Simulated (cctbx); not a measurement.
## A crystallographic session in cctbx: Y5Ti3C

Library: cctbx 2025.11. The data are simulated by the first script.

## 1. Simulate the data

run.py:

```python
from cctbx import adptbx, crystal, miller, sgtbx, xray
from cctbx.array_family import flex
from iotbx.shelx import hklf
from scitbx import matrix
import scitbx.random

cs = crystal.symmetry(unit_cell=(8.529, 8.529, 6.568, 90, 90, 120), space_group_symbol='Hall: -P 6c 2')  # P6_3/mcm
atoms = [  # label, site, U (iso, or U11 U22 U33 U12 U13 U23 in A^2), occupancy
    ("Y1", (0.7735, 0.7735, 0.75), (0.0251, 0.0251, 0.0383, 0.0098, 0.0000, 0.0000), 0.7),
    ("Ti1", (0.7735, 0.7735, 0.75), (0.0251, 0.0251, 0.0383, 0.0098, 0.0000, 0.0000), 0.3),
    ("Y2", (1/3, 2/3, 0), (0.0396, 0.0396, 0.0252, 0.0198, 0.0000, 0.0000), 1),
    ("Ti2", (0.4126, 0.4126, 0.75), (0.0187, 0.0187, 0.0217, 0.0070, 0.0000, 0.0000), 0.7),
    ("Y3", (0.4126, 0.4126, 0.75), (0.0187, 0.0187, 0.0217, 0.0070, 0.0000, 0.0000), 0.3),
    ("C1", (0, 0, 0), (0.0228, 0.0228, 0.0195, 0.0114, 0.0000, -0.0000), 1),
]
xs = xray.structure(crystal_symmetry=cs)
for label, site, u, occ in atoms:
    u = adptbx.u_cif_as_u_star(cs.unit_cell(), u) if isinstance(u, tuple) else u
    xs.add_scatterer(xray.scatterer(label, site=site, u=u, occupancy=occ))
xs.set_inelastic_form_factors(0.56087, "sasaki")
xs.show_summary()
p1 = xs.expand_to_p1()
ms = miller.build_set(p1, anomalous_flag=True, d_min=0.8)
flex.set_random_seed(513159)
scitbx.random.set_random_seed(513159)
ms = ms.select(flex.random_double(ms.size()) < 0.8)
i = ms.structure_factors_from_scatterers(p1, algorithm="direct").f_calc().as_intensity_array().data()
i = i * 20000 / flex.max(i)
sig = flex.sqrt(i + flex.pow2(0.06 * i) + 4 ** 2)
noise = scitbx.random.variate(scitbx.random.normal_distribution())(i.size())
data = ms.array(data=i + sig * noise, sigmas=sig).set_observation_type_xray_intensity()
with open("data.hkl", "w") as f:
    data.export_as_shelx_hklf(f)
print("reflections written:", data.size(), " <I/sigma> = %.1f" % flex.mean(data.data() / data.sigmas()))
for h, a, b in list(data.sort("data"))[:12]:
    print("%4d%4d%4d %9.1f %7.1f" % (h + (a, b)))
```

```console
$ python run.py
```

```text
Number of scatterers: 6
At special positions: 6
Unit cell: (8.529, 8.529, 6.568, 90, 90, 120)
Space group: P 63/m c m (No. 193)
reflections written: 2783  <I/sigma> = 8.3
   0   0   4   20883.5  1208.3
   0   0  -4   20074.4  1208.3
  -1  -1  -2   10848.4   622.6
  -2   1   2   10636.6   622.6
  -1  -1   2   10534.3   622.6
   1  -2  -2   10344.2   622.6
  -1   2  -2    9920.2   622.6
   1  -2   2    9880.8   622.6
   2  -1   2    9870.0   622.6
  -1   2   2    9823.8   622.6
   2  -1  -2    9787.7   622.6
  -2   1  -2    9663.6   622.6
```

Run time: 0.39 s on 1 thread of Arm Neoverse N1 (shared host), peak memory 0.07 GiB.

## 2. Refinement

run.py:

```python
import math
from cctbx import adptbx, crystal, maptbx, sgtbx, xray
from cctbx.array_family import flex
from cctbx.xray import observations
from iotbx.shelx import hklf
from scitbx.lstbx import normal_eqns_solving
from smtbx import absolute_structure, utils
from smtbx.refinement import constraints, least_squares

cs = crystal.symmetry(unit_cell=(8.529, 8.529, 6.568, 90, 90, 120), space_group_symbol='Hall: -P 6c 2')  # P6_3/mcm
atoms = [  # label, site, U (iso, or U11 U22 U33 U12 U13 U23 in A^2), occupancy
    ("Y1", (0.7735, 0.7735, 0.75), 0.0200, 1),
    ("Y2", (1/3, 2/3, 0), 0.0200, 1),
    ("Ti2", (0.4126, 0.4126, 0.75), 0.0200, 1),
    ("C1", (0, 0, 0), 0.0200, 1),
]
xs = xray.structure(crystal_symmetry=cs)
for label, site, u, occ in atoms:
    u = adptbx.u_cif_as_u_star(cs.unit_cell(), u) if isinstance(u, tuple) else u
    xs.add_scatterer(xray.scatterer(label, site=site, u=u, occupancy=occ))
xs.set_inelastic_form_factors(0.56087, "sasaki")
xs.convert_to_anisotropic()
raw = hklf.reader(file_name="data.hkl").as_miller_arrays(crystal_symmetry=cs, anomalous=True)[0]
merged = raw.eliminate_sys_absent().merge_equivalents()
fo2 = merged.array().set_observation_type_xray_intensity()
print("Rint %.3f, %d unique reflections to %.2f A" % (merged.r_int(), fo2.size(), fo2.d_min()))
for sc in xs.scatterers():
    sc.flags.set_grad_site(True)
    sc.flags.set_grad_u_aniso(sc.flags.use_u_aniso())
    sc.flags.set_grad_u_iso(sc.flags.use_u_iso())
obs = fo2.as_xray_observations()
extra = {}
rep = constraints.reparametrisation(xs, [], utils.connectivity_table(xs), **extra)
ls = least_squares.crystallographic_ls(obs, rep, weighting_scheme=least_squares.mainstream_shelx_weighting(a=0, b=0))
print("cycle     R1     wR2    GooF  max shift (A)")
for cycle in range(12):
    ls.build_up()
    r1, wr2, goof = ls.r1_factor(cutoff_factor=2)[0], ls.wR2(), ls.goof()
    old = xs.sites_cart()
    normal_eqns_solving.levenberg_marquardt_iterations(ls, n_max_iterations=3, tau=1e-06, step_threshold=1e-7)
    big = flex.max((xs.sites_cart() - old).norms())
    print("%4d %7.4f %7.4f %7.3f %9.5f" % (cycle + 1, r1, wr2, goof, big))
    ls.build_up(objective_only=True)
    if abs(ls.wR2() - wr2) < 5e-5 and big < 5e-4:
        break
ls.build_up()
print("final R1 %.4f wR2 %.4f GooF %.3f  parameters %d  data/parameter %.1f" % (ls.r1_factor(cutoff_factor=2)[0], ls.wR2(), ls.goof(), ls.n_parameters, fo2.size() / ls.n_parameters))
cov = ls.covariance_matrix_and_annotations()
su = dict(zip(cov.annotations, (math.sqrt(max(v, 0)) for v in cov.matrix.matrix_packed_u_diagonal())))
a2 = cs.unit_cell().reciprocal_parameters()[0] ** -2
print("atom        x        y        z      Ueq    occ   su(xyz)  su(Uiso or U11)")
for sc in xs.scatterers():
    s = max(su.get(sc.label + k, 0) for k in (".x", ".y", ".z"))
    npd = "" if sc.is_positive_definite_u(cs.unit_cell()) else "  NPD"
    print("%-5s %8.5f %8.5f %8.5f %8.4f %6.3f %8.5f %7.4f%s" % ((sc.label,) + sc.site + (sc.u_iso_or_equiv(cs.unit_cell()), sc.occupancy, s, su.get(sc.label + ".uiso", su.get(sc.label + ".u11", 0) * a2), npd)))
fo = fo2.f_sq_as_f()
fc = fo.structure_factors_from_scatterers(xs, algorithm="direct").f_calc()
diff = fo.f_obs_minus_f_calc(1 / math.sqrt(ls.scale_factor()), fc).average_bijvoet_mates()
m = diff.fft_map(symmetry_flags=maptbx.use_space_group_symmetry, resolution_factor=0.25).apply_volume_scaling()
print("difference map: max %.2f min %.2f rms %.2f" % (m.statistics().max(), m.statistics().min(), m.statistics().sigma()))
peaks = m.peak_search(parameters=maptbx.peak_search_parameters(min_distance_sym_equiv=0.6, max_clusters=6)).all()
near = xs.closest_distances(peaks.sites(), distance_cutoff=4)
sps = cs.special_position_settings(min_distance_sym_equiv=0.5)
for k, (x, h) in enumerate(zip(peaks.sites(), peaks.heights())):
    ss = sps.site_symmetry(x)
    print("Q%-3d %7.4f %7.4f %7.4f %4d %7.2f  %.2f A from %s" % ((k + 1,) + tuple(t % 1 for t in ss.exact_site()) + (ss.multiplicity(), h, near.smallest_distances[k], xs.scatterers()[near.i_seqs[k]].label)))
```

```console
$ python run.py
```

```text
Rint 0.053, 178 unique reflections to 0.80 A
cycle     R1     wR2    GooF  max shift (A)
   1  0.3315  0.6509  25.031   0.01615
   2  0.1271  0.3388  13.031   0.00082
   3  0.1262  0.3387  13.026   0.00000
final R1 0.1262 wR2 0.3387 GooF 13.026  parameters 12  data/parameter 14.8
atom        x        y        z      Ueq    occ   su(xyz)  su(Uiso or U11)
Y1     0.77530  0.77530  0.75000   0.0291  1.000  0.00058  0.0023
Y2     0.33333  0.66667  0.00000   0.0245  1.000  0.00000  0.0024
Ti2    0.41150  0.41150  0.75000  -0.0032  1.000  0.00072  0.0023  NPD
C1     0.00000  0.00000  0.00000   0.0015  1.000  0.00000  0.0155  NPD
difference map: max 12.60 min -1.54 rms 1.28
Q1    0.0000  0.4263  0.2500    6   12.64  0.13 A from Ti2
Q2    0.3333  0.6667  0.0000    4    9.36  0.00 A from Y2
Q3    0.0000  0.2529  0.7500    6    7.76  0.24 A from Y1
Q4    0.0459  0.0918  0.0000   12    1.14  0.68 A from C1
Q5    0.0000  0.1413  0.7500    6    1.07  0.71 A from Y1
Q6    0.0000  0.0661  0.2500    6    0.80  1.71 A from Y1
```

Time: 0.58 s.

This run holds a fault made on purpose: disorder ignored: each site full, of its main element.

## 3. Refinement (occupancies of the disordered sites free, main element alone)

run.py, as its changes from the last script of this kind:

```diff
@@ -12,4 +12,4 @@
-    ("Y1", (0.7735, 0.7735, 0.75), 0.0200, 1),
-    ("Y2", (1/3, 2/3, 0), 0.0200, 1),
-    ("Ti2", (0.4126, 0.4126, 0.75), 0.0200, 1),
-    ("C1", (0, 0, 0), 0.0200, 1),
+    ("Y1", (0.7753, 0.7753, 0.75), 0.0120, 1),
+    ("Y2", (1/3, 2/3, 0), 0.0120, 1),
+    ("Ti2", (0.4115, 0.4115, 0.75), 0.0120, 1),
+    ("C1", (0, 0, 0), 0.0120, 1),
@@ -30,0 +31 @@
+    sc.flags.set_grad_occupancy(sc.label in ('Y1', 'Ti2'))
@@ -36 +37 @@
-for cycle in range(12):
+for cycle in range(20):
@@ -55,0 +57,2 @@
+print("su of occupancy Y1: %.3f" % su["Y1.occ"])
+print("su of occupancy Ti2: %.3f" % su["Ti2.occ"])
```

```console
$ python run.py
```

```text
Rint 0.053, 178 unique reflections to 0.80 A
cycle     R1     wR2    GooF  max shift (A)
   1  0.3477  0.6539  25.299   0.01499
   2  0.0177  0.0459   1.775   0.00027
   3  0.0129  0.0321   1.241   0.00002
   4  0.0115  0.0295   1.140   0.00001
   5  0.0113  0.0288   1.115   0.00001
   6  0.0113  0.0287   1.109   0.00000
final R1 0.0112 wR2 0.0286 GooF 1.107  parameters 14  data/parameter 12.7
atom        x        y        z      Ueq    occ   su(xyz)  su(Uiso or U11)
Y1     0.77355  0.77355  0.75000   0.0320  0.865  0.00005  0.0002
Y2     0.33333  0.66667  0.00000   0.0348  1.000  0.00000  0.0002
Ti2    0.41260  0.41260  0.75000   0.0177  1.264  0.00006  0.0002
C1     0.00000  0.00000  0.00000   0.0208  1.000  0.00000  0.0018
su of occupancy Y1: 0.003
su of occupancy Ti2: 0.005
difference map: max 0.33 min -0.52 rms 0.09
Q1    0.2082  0.5874  0.2500   12    0.35  1.65 A from Ti2
Q2    0.0000  0.0000  0.1358    4    0.33  0.89 A from C1
Q3    0.0000  0.4247  0.2500    6    0.31  0.10 A from Ti2
Q4    0.0662  0.1324  0.0000   12    0.29  0.98 A from C1
Q5    0.1265  0.3345  0.7500   12    0.28  1.01 A from Y1
Q6    0.0000  0.1382  0.7500    6    0.28  0.75 A from Y1
```

Run time: 0.72 s on 1 thread of Arm Neoverse N1, with other jobs on the host, peak memory 0.09 GiB.

[Logs are printed without paths, hosts, clocks, repeated set-up lines and the standing remarks that a program may print on its own settings, such as how far it seeks lower states.]
